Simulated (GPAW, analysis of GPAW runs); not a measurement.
## Hyperfine coupling of the NV- centre in 3C-SiC (PBE) (GPAW)

How near does this set-up come to the measured hyperfine coupling? Subject: NV- centre in 3C-SiC. Set-up: PBE, plane waves 500 eV, 64-site cell, measured lattice, k: the zone centre alone then 2x2x2 shifted. The model is a cell of 64 host atoms with 1 site emptied and N put on another atom's site. The isotropic coupling follows from the spin density at the nucleus, the nuclear g-factor and the total spin. The measured lattice removes the functional's error in the volume.

**The experiment.** 14N, isotropic part (sign not measured) (size measured, sign taken from theory): -1.26 MHz, by EPR (quoted in “Characterization and formation of NV centers in 3C, 4H and 6H SiC: an ab initio study”, 2017, A. Csóré et al., quoting earlier work (2016)). The calculation is set beside it at the end.

Main program and level: GPAW 26.7.0; GPAW plane-wave PAW DFT, PBE; relaxation of all atoms of a defect supercell.

**1. The structure**

The cell holds 63 atoms: 31 Si, 31 C and 1 N. Its edges and angles: a = 8.716 Å, b = 8.716 Å, c = 8.716 Å, α = 90.0°, β = 90.0°, γ = 90.0°. It derives from SiC (space group F-43m). Nearest the centre at fractional (0.500, 0.500, 0.500): N16 at 1.88 Å, C60 at 1.89 Å, C23 at 1.89 Å, C38 at 1.90 Å, Si50 at 3.06 Å, Si42 at 3.07 Å, Si19 at 3.07 Å, Si28 at 3.07 Å. The cell carries charge −1.

The host's primitive cell comes from a first run (GPAW plane-wave PAW DFT, PBE; relaxation of all atoms of a defect-free cell): vectors of 3.082, 3.082 and 3.082 Å. That is 10.35 Å³ an atom. The supercell is built on it.

**2. Relaxation, charge −1**

Every later number rests on the structure around the defect, so the atoms are relaxed at the host's lattice first.

The input, run.py:

```python
import numpy as np
from ase.io import read, write
from ase.parallel import parprint, world
from gpaw import GPAW, PW
from ase.optimize import BFGS

atoms = read('POSCAR')
magmoms = np.zeros(len(atoms))
magmoms[[15, 11, 26, 37]] = 2 / 4
atoms.set_initial_magnetic_moments(magmoms)
calc = GPAW(mode=PW(500),
            xc='PBE',
            kpts={'size': (1, 1, 1), 'gamma': True},
            charge=-1,
            occupations={'name': 'fermi-dirac', 'width': 0.01, 'fixmagmom': True},
            nbands=136,
            convergence={'density': 1e-05, 'forces': 0.001},
            maxiter=150,
            symmetry='off',
            txt='gpaw.txt')
atoms.calc = calc
opt = BFGS(atoms, trajectory='relax.traj', logfile='-')
done = opt.run(fmax=0.02, steps=80)
parprint('Converged:', done)
energy = atoms.get_potential_energy()
forces = atoms.get_forces()
parprint(f'Energy: {energy:.6f} eV, largest force {np.linalg.norm(forces, axis=1).max():.4f} eV/A')
calc.write('gs.gpw')
write('final.xyz', atoms)
parprint('Moments:', atoms.get_magnetic_moments().round(3))
for s in range(calc.get_number_of_spins()):
    parprint('Levels (eV), spin', s, calc.get_eigenvalues(kpt=0, spin=s)[-16:].round(3))
```

The input, POSCAR:

```
Si C  Si C  N  Si C  Si C  Si C  Si C  Si C  Si C 
 1.0000000000000000
     8.7159999999999993    0.0000000000000000    0.0000000000000000
     0.0000000000000000    0.0000000000000000   -8.7159999999999993
     0.0000000000000000    8.7159999999999993    0.0000000000000000
 Si  C   Si  C   N   Si  C   Si  C   Si  C   Si  C   Si  C   Si  C  
   4   4   4   3   1   4   4   4   4   4   4   4   4   4   4   3   4
Direct
 -0.0010188277866919 -0.0005274666822403 -0.0019872338230900
 -0.0017008544576931  0.2514553472096461  0.2505043689528135
  0.2491383899526977  0.0010053869091179  0.2481259256373335
  0.2506361535430443  0.2491402258065065  0.0020301296592377
  0.1264737075971233  0.1248715161888458  0.1232458599668515
  0.1251533222936715  0.3727241561952332  0.3747502868084978
  0.3747226321194553  0.1270190380410132  0.3739455419044717
  0.3765873495434057  0.3766390345667586  0.1247566555045583
  0.0009325681699152  0.0007704017011318  0.4980500955780356
  0.0018513911148307  0.2506103120219765  0.7487895457037960
  0.2511381407291041 -0.0004262805778612  0.7480536572816859
  0.2481663824562105  0.2498258080291745  0.4986314850063485
  0.1272106200105399  0.1256116940745267  0.6249342812383611
  0.1237437846015578  0.3768909516740022  0.8746660028941049
  0.3737276874142573  0.1267844938824972  0.8756798026882355
  0.3740750203730866  0.3751894225874694  0.6229086221765082
 -0.0005276022793919  0.5021530746256895  0.0005926507558709
 -0.0010952256548267  0.7483837720677123  0.2512056605921006
  0.2520768775044004  0.5009521475021004  0.2502128952639242
  0.2502479327879628  0.7478387892965942  0.0007300870191827
  0.1263505634134646  0.6235861246268946  0.1237990569026891
  0.1235408606430195  0.8734450962826746  0.3758476533455371
  0.3743272275767570  0.6237195404644745  0.3732186718236530
  0.3765166510743818  0.8767157244220130  0.1248537513975234
 -0.0022118876086254  0.5002472849070185  0.4994416696237781
  0.0005859629233609  0.7519513619151825  0.7510555394620113
  0.2498019888545002  0.4993427472542977  0.7521895524295998
  0.2516824605630070  0.7498174203552098  0.4984503805129400
  0.1236983793996103  0.6248475331513992  0.6268835782702507
  0.1267955484265699  0.8737996174806046  0.8757748658480111
  0.3753474357706086  0.6230914521879030  0.8737744131766036
  0.3746313428836440  0.8747079842728976  0.6227540818863709
  0.4999339195517435 -0.0022913594680736  0.0001031241478475
  0.4996431365603232  0.2495646383978091  0.2477754914726615
  0.7519114754937781 -0.0012407634680995  0.2502685086225002
  0.7503985982286228  0.2495463476817391  0.0022137408280368
  0.6268337758293813  0.1238115176053713  0.1242999248378378
  0.6266936330924920  0.3734520862443264  0.3750299896724636
  0.8730927307621049  0.1237499435967052  0.3752549754305866
  0.8752564900266744  0.3765997033552805  0.1266249589129459
  0.5008168675924010 -0.0003616458768427  0.4978864085012260
  0.4986260708870944  0.2513245710988177  0.7487259671808273
  0.7507592315652661  0.0011434716513852  0.7481611499679899
  0.7504039531597222  0.2518980047332127  0.5012246343555911
  0.6232461158601791  0.1240851533982668  0.6238371261690004
  0.6266861287738985  0.3734535806106700  0.8751757448650110
  0.8760739883359425  0.1239130842290462  0.8767118681574680
  0.8771422089657511  0.3749172599881305  0.6258181835154371
  0.4982229452049566  0.5002384904370684  0.0014319664780581
  0.4997287858705223  0.7494856237178881  0.2522197273174456
  0.7483786940724680  0.5001874107124999  0.2483870605275983
  0.7509162510158109  0.7518831045116794  0.0009379397110475
  0.6229203819490827  0.6241443969497015  0.1254565759630778
  0.6227701600191775  0.8748109696210141  0.3755073564853117
  0.8749511223455219  0.6227164819781325  0.3747798049815703
  0.8749118864158717  0.8743302143322279  0.1271929324164190
  0.4997086595814580  0.7478796338162316  0.7508273436013514
  0.7515922220756914  0.4993057237119611  0.7485006205533656
  0.7508083201515540  0.7479262360823360  0.5005580781072827
  0.6270981048910880  0.6249046332645416  0.6240757757419313
  0.6268708459480723  0.8746500054207177  0.8737182946280457
  0.8758445254178183  0.6228745955059624  0.8748135543435052
  0.8733717567309970  0.8753434074689287  0.6234200555089902
```

Started as:

```sh
OMP_NUM_THREADS=1 mpirun -n 8 gpaw python run.py > stdout
```

Log:

```text
__  _  _
 | _ |_)|_||  |
 |__||  | ||/\| - 26.7.0

Input parameters:
  mode=PW(ecut=500.0),
  charge=-1,
  convergence={'density': 1e-05, 'forces': 0.001},
  kpts=MonkhorstPack(size=(1, 1, 1), gamma=True),
  maxiter=150,
  nbands=136,
  occupations=Occupations(name='fermi-dirac', width=0.01, fixmagmom=True),
  symmetry=Symmetry(point_group=False, time_reversal=False),
  xc=XC(name='PBE')

Diagonalizing LCAO Hamiltonian
Converting LCAO to pw mode

                 Si        Si
                    C          C
          Si C       Si C
           Si Si      Si Si
       Si     CSiCSi     CSiC
           C       N C        C
         Si C    SiSi  C   Si  C
          Si Si         Si C
           Si SiC     Si Si
       Si      SiCSi     CSiC
           C       C C       C
         Si C      Si  C
             Si         Si
                C          C

Atoms  # Å, Bohr magnetons
|    | symbol |         x |         y |         z |    initial magnetic moments |
|----|--------|-----------|-----------|-----------|-----------------------------|
|  0 |     Si | -0.008880 | -0.017321 |  0.004597 | ( 0.0000,  0.0000,  0.0000) |
|  1 |     Si | -0.014825 |  2.183396 | -2.191685 | ( 0.0000,  0.0000,  0.0000) |
|  2 |     Si |  2.171490 |  2.162666 | -0.008763 | ( 0.0000,  0.0000,  0.0000) |
|  3 |     Si |  2.184545 |  0.017695 | -2.171506 | ( 0.0000,  0.0000,  0.0000) |
|  4 |      C |  1.102345 |  1.074211 | -1.088380 | ( 0.0000,  0.0000,  0.0000) |
|  5 |      C |  1.090836 |  3.266323 | -3.248664 | ( 0.0000,  0.0000,  0.0000) |
|  6 |      C |  3.266082 |  3.259309 | -1.107098 | ( 0.0000,  0.0000,  0.0000) |
|  7 |      C |  3.282335 |  1.087379 | -3.282786 | ( 0.0000,  0.0000,  0.0000) |
|  8 |     Si |  0.008128 |  4.341005 | -0.006715 | ( 0.0000,  0.0000,  0.0000) |
|  9 |     Si |  0.016137 |  6.526450 | -2.184319 | ( 0.0000,  0.0000,  0.0000) |
| 10 |     Si |  2.188920 |  6.520036 |  0.003715 | ( 0.0000,  0.0000,  0.0000) |
| 11 |     Si |  2.163018 |  4.346072 | -2.177482 | ( 0.0000,  0.0000,  0.5000) |
| 12 |      C |  1.108768 |  5.446927 | -1.094832 | ( 0.0000,  0.0000,  0.0000) |
| 13 |      C |  1.078551 |  7.623589 | -3.284982 | ( 0.0000,  0.0000,  0.0000) |
| 14 |      C |  3.257411 |  7.632425 | -1.105054 | ( 0.0000,  0.0000,  0.0000) |
| 15 |      N |  3.260438 |  5.429272 | -3.270151 | ( 0.0000,  0.0000,  0.5000) |
| 16 |     Si | -0.004599 |  0.005166 | -4.376766 | ( 0.0000,  0.0000,  0.0000) |
| 17 |     Si | -0.009546 |  2.189509 | -6.522913 | ( 0.0000,  0.0000,  0.0000) |
| 18 |     Si |  2.197102 |  2.180856 | -4.366299 | ( 0.0000,  0.0000,  0.0000) |
| 19 |     Si |  2.181161 |  0.006363 | -6.518163 | ( 0.0000,  0.0000,  0.0000) |
| 20 |      C |  1.101272 |  1.079033 | -5.435177 | ( 0.0000,  0.0000,  0.0000) |
| 21 |      C |  1.076782 |  3.275888 | -7.612947 | ( 0.0000,  0.0000,  0.0000) |
| 22 |      C |  3.262636 |  3.252974 | -5.436340 | ( 0.0000,  0.0000,  0.0000) |
| 23 |      C |  3.281719 |  1.088225 | -7.641454 | ( 0.0000,  0.0000,  0.0000) |
| 24 |     Si | -0.019279 |  4.353134 | -4.360155 | ( 0.0000,  0.0000,  0.0000) |
| 25 |     Si |  0.005107 |  6.546200 | -6.554008 | ( 0.0000,  0.0000,  0.0000) |
| 26 |     Si |  2.177274 |  6.556084 | -4.352271 | ( 0.0000,  0.0000,  0.5000) |
| 27 |     Si |  2.193664 |  4.344494 | -6.535409 | ( 0.0000,  0.0000,  0.0000) |
| 28 |      C |  1.078155 |  5.463917 | -5.446171 | ( 0.0000,  0.0000,  0.0000) |
| 29 |      C |  1.105150 |  7.633254 | -7.616037 | ( 0.0000,  0.0000,  0.0000) |
| 30 |      C |  3.271528 |  7.615818 | -5.430865 | ( 0.0000,  0.0000,  0.0000) |
| 31 |      C |  3.265287 |  5.427925 | -7.623955 | ( 0.0000,  0.0000,  0.0000) |
[...]
| 36 |      C |  5.463483 |  1.083398 | -1.079141 | ( 0.0000,  0.0000,  0.0000) |
[...]
Unit cell  # Å
| periodic |        x |        y |         z |  lengths |    angles |
|----------|----------|----------|-----------|----------|-----------|
|      yes | 8.716000 | 0.000000 |  0.000000 | 8.716000 | 90.000000 |
|      yes | 0.000000 | 0.000000 | -8.716000 | 8.716000 | 90.000000 |
|      yes | 0.000000 | 8.716000 |  0.000000 | 8.716000 | 90.000000 |

Number of symmetries: 1
Symmetry operations  # r_c * U_cc + t_c -> r_c
|   | kind |            matrix            |
|---|------|------------------------------|
| 0 |  E   |  1, 0, 0,  0, 1, 0,  0, 0, 1 |

BZ-sampling:
  Number of BZ points: 1
  Number of IBZ points: 1

  Monkhorst-Pack size: [1, 1, 1]
  Monkhorst-Pack shift: [0, 0, 0]

K-points  # in reciprocal-cell coordinates
|   |                                coordinates |     weight |
|---|--------------------------------------------|------------|
| 0 | (  0.00000000,   0.00000000,   0.00000000) | 1.00000000 |

Plane wave coefficients: 8416
Cutoff: 500.0 eV

Spin-components: 2 (collinear spins)
Bands:           136
Projectors:      315
Spin-degeneracy: 1
Datatype:        float64

Density:
  Valence electrons: 253.0
  Components: 2
  Grid points: [45 45 45]
  Charge: -1.0  # |e|

Potential:
  Grid points: [45 45 45]

species:
  Si:
    name:    Silicon
    Z:       14.0
    valence: 4
    core:    10
    charge:  0.0  # [|e|]
    compensation charges:
      type: gauss
      rc: 0.33  # [Å]
      lmax: 2
    cutoffs:
      filter: 1.86  # [Å]
      core: 2.06  # [Å]
    projectors
    | kind |    occ | energy [eV] | rcut [Å] |
    |------|--------|-------------|----------|
    |   3s |  2.000 |     -10.812 |    1.058 |
    |   3p |  2.000 |      -4.081 |    1.058 |
    |    s |        |      16.399 |    1.058 |
    |    p |        |      23.130 |    1.058 |
    |    d |        |       0.000 |    1.058 |

    Using partial waves for Si as LCAO basis

  C:
    name:    Carbon
    Z:       6.0
    valence: 4
    core:    2
    charge:  0.0  # [|e|]
    compensation charges:
      type: gauss
      rc: 0.20  # [Å]
      lmax: 2
    cutoffs:
      filter: 1.14  # [Å]
      core: 1.14  # [Å]
    projectors
    | kind |    occ | energy [eV] | rcut [Å] |
    |------|--------|-------------|----------|
    |   2s |  2.000 |     -13.751 |    0.635 |
    |   2p |  2.000 |      -5.284 |    0.635 |
    |    s |        |      13.461 |    0.635 |
    |    p |        |      21.927 |    0.635 |
    |    d |        |       0.000 |    0.635 |

    Using partial waves for C as LCAO basis

  N:
    name:    Nitrogen
    Z:       7.0
    valence: 5
    core:    2
    charge:  0.0  # [|e|]
    compensation charges:
      type: gauss
      rc: 0.18  # [Å]
      lmax: 2
    cutoffs:
      filter: 1.11  # [Å]
      core: 0.96  # [Å]
[...]
Maximum error relative to the maximum force is below inf
- Maximum [total energy] change in last 3 cyles: 0.0005 eV / valence electron
- Maximum integral of absolute [eigenst]ate change: 4e-08 eV^2 / valence electron
maximum number of iterations: 150

SCF iterations
|iter     | |      energy | eigst |  dens |force |  magmom |
|---------|-|-------------|-------|-------|------|---------|
|iter:   1| | -455.470538c| -5.35 |       |      |  +1.9998|
|iter:   2| | -455.470506c| -7.03 | -3.67 |      |  +1.9998|
|iter:   3| | -455.470427c| -6.08 | -3.74 |      |  +1.9999|
|iter:   4| | -455.470424c| -7.18 | -4.17 |      |  +1.9999|
|iter:   5| | -455.470424c| -7.53c| -4.50 |      |  +1.9999|
|iter:   6| | -455.470424c| -7.89c| -4.74 |      |  +2.0000|
|iter:   7| | -455.470424c| -8.46c| -5.05c|-1.84 |  +2.0000|
|iter:   8| | -455.470424c| -8.92c| -5.44c|-3.67c|  +2.0000|

Converged in 8 steps
SCF loop duration: 13.115 s (1.639 s/step)
Energy contributions relative to reference atoms: (reference = -277814.864841)

Energy contributions:
  Kinetic:         530.270400
  Coulomb:        -423.154665
  Zero:             -0.799962
  External:          0.000000
  Xc:             -561.786197
  Entropy:          -0.000000
  Spinorbit:         0.000000
  ----------------------------
  Free energy:    -455.470424
  Extrapolated:   -455.470424

dipole moment: (-116.540307, 107.735559, 41.909833)  # |e|*Ang

Total magnetic moment: (0.000000, 0.000000, 1.999997)

Local magnetic moments
|        x |        y |         z |
|----------|----------|-----------|
[...]
Fermi levels: 9.109, 8.883
Eigenvalues  # (at kpt = [0.000, 0.000, 0.000])
| band index |      eig [eV] | occ [0-1] |      eig [eV] | occ [0-1] |
|------------|---------------|-----------|---------------|-----------|
[...]
|        ... |               |           |               |           |
[...]
Gap: 0.817 eV
Transition (v -> c):
  (s=0, k=0, n=127, [0.00, 0.00, 0.00]) -> (s=0, k=0, n=128, [0.00, 0.00, 0.00])
No difference between direct/indirect transitions

Forces  # eV/Ang
|        x |        y |        z |
|----------|----------|----------|
[...]
Si        Si
                    C          C
          Si C       Si C
           Si Si      Si Si
       Si     CSiCSi     CSiC
           C     SN  C       C
         Si C      Si  C   Si  C
          Si Si C      Si  C
           Si Si      SiCSi
       Si     CSiCSi     CSiC
           C       C C       C
         Si C      Si  C
             Si        Si
                C          C

Atoms  # Å, Bohr magnetons
|    | symbol |         x |         y |         z |    initial magnetic moments |
|----|--------|-----------|-----------|-----------|-----------------------------|
[...]
| 15 |      N |  3.127616 |  5.587141 | -3.125981 | ( 0.0000,  0.0000,  0.0014) |
[...]
| 43 |     Si |  6.520922 |  4.356193 | -2.200993 | ( 0.0000,  0.0000,  0.0040) |
[...]
| 48 |     Si |  4.359726 | -0.001122 | -4.356728 | ( 0.0000,  0.0000,  0.0008) |
| 49 |     Si |  4.363890 |  2.183858 | -6.529214 | ( 0.0000,  0.0000,  0.0013) |
| 50 |     Si |  6.531203 |  2.183603 | -4.361796 | ( 0.0000,  0.0000,  0.0014) |
| 51 |     Si |  6.538671 | -0.009682 | -6.536134 | ( 0.0000,  0.0000, -0.0012) |
| 52 |      C |  5.453897 |  1.081005 | -5.452109 | ( 0.0000,  0.0000,  0.0013) |
| 53 |      C |  5.454521 |  3.261257 | -7.631427 | ( 0.0000,  0.0000,  0.0013) |
| 54 |      C |  7.634539 |  3.260752 | -5.451396 | ( 0.0000,  0.0000,  0.0013) |
| 55 |      C |  7.629563 |  1.086435 | -7.625796 | ( 0.0000,  0.0000,  0.0006) |
| 56 |     Si |  4.359867 |  6.511388 | -6.517409 | ( 0.0000,  0.0000,  0.0040) |
| 57 |     Si |  6.522039 |  6.512335 | -4.355921 | ( 0.0000,  0.0000,  0.0040) |
| 58 |     Si |  6.532158 |  4.351038 | -6.528682 | ( 0.0000,  0.0000,  0.0014) |
| 59 |      C |  5.547304 |  5.526443 | -5.542475 | ( 0.0000,  0.0000,  0.1744) |
| 60 |      C |  5.445047 |  7.624840 | -7.630186 | ( 0.0000,  0.0000,  0.0185) |
| 61 |      C |  7.633465 |  7.625850 | -5.442379 | ( 0.0000,  0.0000,  0.0185) |
| 62 |      C |  7.636895 |  5.442192 | -7.634737 | ( 0.0000,  0.0000,  0.0102) |

Unit cell  # Å
| periodic |        x |        y |         z |  lengths |    angles |
|----------|----------|----------|-----------|----------|-----------|
|      yes | 8.716000 | 0.000000 |  0.000000 | 8.716000 | 90.000000 |
|      yes | 0.000000 | 0.000000 | -8.716000 | 8.716000 | 90.000000 |
|      yes | 0.000000 | 8.716000 |  0.000000 | 8.716000 | 90.000000 |

Initialization done in: 1.066 s

convergence criteria:
- Maximum integral of absolute [dens]ity change: 1e-05 electrons / valence electron
- Maximum change in the atomic [forces] across last 2 cycles: 0.001 eV/Ang OR
Maximum error relative to the maximum force is below inf
- Maximum [total energy] change in last 3 cyles: 0.0005 eV / valence electron
- Maximum integral of absolute [eigenst]ate change: 4e-08 eV^2 / valence electron
maximum number of iterations: 150

SCF iterations
|iter     | |      energy | eigst |  dens |force |  magmom |
|---------|-|-------------|-------|-------|------|---------|
|iter:   1| | -455.470616c| -5.52 |       |      |  +1.9998|
|iter:   2| | -455.470600c| -7.19 | -3.80 |      |  +1.9998|
|iter:   3| | -455.470558c| -6.36 | -3.86 |      |  +1.9999|
|iter:   4| | -455.470556c| -7.39 | -4.27 |      |  +1.9999|
|iter:   5| | -455.470556c| -7.71c| -4.62 |      |  +2.0000|
|iter:   6| | -455.470556c| -8.06c| -4.87 |      |  +2.0000|
|iter:   7| | -455.470556c| -8.66c| -5.15c|-1.70 |  +2.0000|
|iter:   8| | -455.470556c| -9.12c| -5.55c|-3.78c|  +2.0000|

Converged in 8 steps
SCF loop duration: 12.834 s (1.604 s/step)
Energy contributions relative to reference atoms: (reference = -277814.864841)

Energy contributions:
  Kinetic:         530.262661
  Coulomb:        -423.149012
  Zero:             -0.799992
  External:          0.000000
  Xc:             -561.784212
  Entropy:          -0.000000
  Spinorbit:         0.000000
  ----------------------------
  Free energy:    -455.470556
  Extrapolated:   -455.470556

dipole moment: (-116.556237, 107.755933, 41.920134)  # |e|*Ang

Total magnetic moment: (0.000000, 0.000000, 1.999997)

Local magnetic moments
|        x |        y |         z |
|----------|----------|-----------|
[...]
Fermi levels: 9.109, 8.883
Eigenvalues  # (at kpt = [0.000, 0.000, 0.000])
| band index |      eig [eV] | occ [0-1] |      eig [eV] | occ [0-1] |
|------------|---------------|-----------|---------------|-----------|
[...]
|        ... |               |           |               |           |
[...]
|        128 |         9.406 |     0.000 |         9.455 |     0.000 |
|        129 |         9.444 |     0.000 |         9.507 |     0.000 |
|        130 |         9.444 |     0.000 |         9.508 |     0.000 |
|        131 |        11.972 |     0.000 |        11.976 |     0.000 |
|        132 |        11.972 |     0.000 |        11.977 |     0.000 |
|        133 |        12.011 |     0.000 |        12.050 |     0.000 |
|        134 |        12.153 |     0.000 |        12.160 |     0.000 |
|        135 |        12.244 |     0.000 |        12.280 |     0.000 |

Gap: 0.816 eV
Transition (v -> c):
  (s=0, k=0, n=127, [0.00, 0.00, 0.00]) -> (s=0, k=0, n=128, [0.00, 0.00, 0.00])
No difference between direct/indirect transitions

Forces  # eV/Ang
|        x |        y |        z |
|----------|----------|----------|
[...]
|  0.00023 | -0.00053 | -0.00571 |  # C   55
|  0.00119 |  0.00015 |  0.00191 |  # Si  56
| -0.00805 | -0.00370 | -0.00408 |  # Si  57
| -0.00201 |  0.00134 | -0.00251 |  # Si  58
| -0.01099 | -0.00801 |  0.00529 |  # C   59
| -0.01087 |  0.00152 |  0.00059 |  # C   60
| -0.00335 | -0.00330 |  0.01035 |  # C   61
| -0.00044 | -0.00992 |  0.00114 |  # C   62

# Writing to gs.gpw (mode='')
```

It took 4.5 min on 8 MPI ranks of Arm Neoverse V1, shared host; peak memory 2.6 GiB.

(Part 1 of 2 ends here.)

[Logs are printed without paths, hosts, clocks, repeated set-up lines and the standing remarks that a program may print on its own settings, such as how far it seeks lower states.]

[Hosts, paths, dates, database ids (printed as entryN), source tags and the programs' standing remarks are cut or masked in the printed files.]

[For some hosts the program warned that the k-mesh of the response run may be too coarse for force constants and the static dielectric constant; such warnings are not shown here.]
